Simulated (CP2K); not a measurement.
Consider hydrogen cyanide at its PBE geometry (Å).

```xyz
3

C    -0.0284    0.0002    0.0000
N     1.1314    0.0066    0.0000
H    -1.1030   -0.0068    0.0000
```

Method: CP2K XAS_TDP, all-electron GAPW, PBEh(45%), aug-cc-pVTZ, TDA, GW2X-corrected core level, no relativity.

Q: Predict the bright core excitations at the C K edge.

Leading lines: C1 287.55 eV. The leading line of an atom is its first one with 35 % of the strongest within 2.5 eV of its lowest line over the strength cut. Core ionisation energies at this level: C1 293.07 eV.

The first six lines of each atom with a strength over 0.0015:

```csv
atom,energy (eV),states,"strength, one atom",above the computed threshold
C1 (bonded to N and H),287.55,2,0.1042,
,290.32,1,0.0126,
,292.30,2,0.0181,
,293.35,1,0.0037,yes
,294.77,2,0.0015,yes
,296.75,2,0.0227,yes
```

Lines are vertical, at one geometry, with no vibrational structure. GW2X ionisation energies and lines can be off by 1 to 2 eV either way, and a good line position may hide errors that cancel. These values hold no scalar relativity, about 0.1 eV for C 1s. Rydberg lines, and the discretised continuum above threshold, depend on the basis and the box.

[Banner, clock and machine lines of the logs are left out without a mark of their own.]

[Logs are printed without paths, hosts, clocks, repeated set-up lines and the standing remarks that a program may print on its own settings, such as how far it seeks lower states.]

[Hosts, paths, dates, database ids (printed as entryN), source tags and the programs' standing remarks are cut or masked in the printed files.]
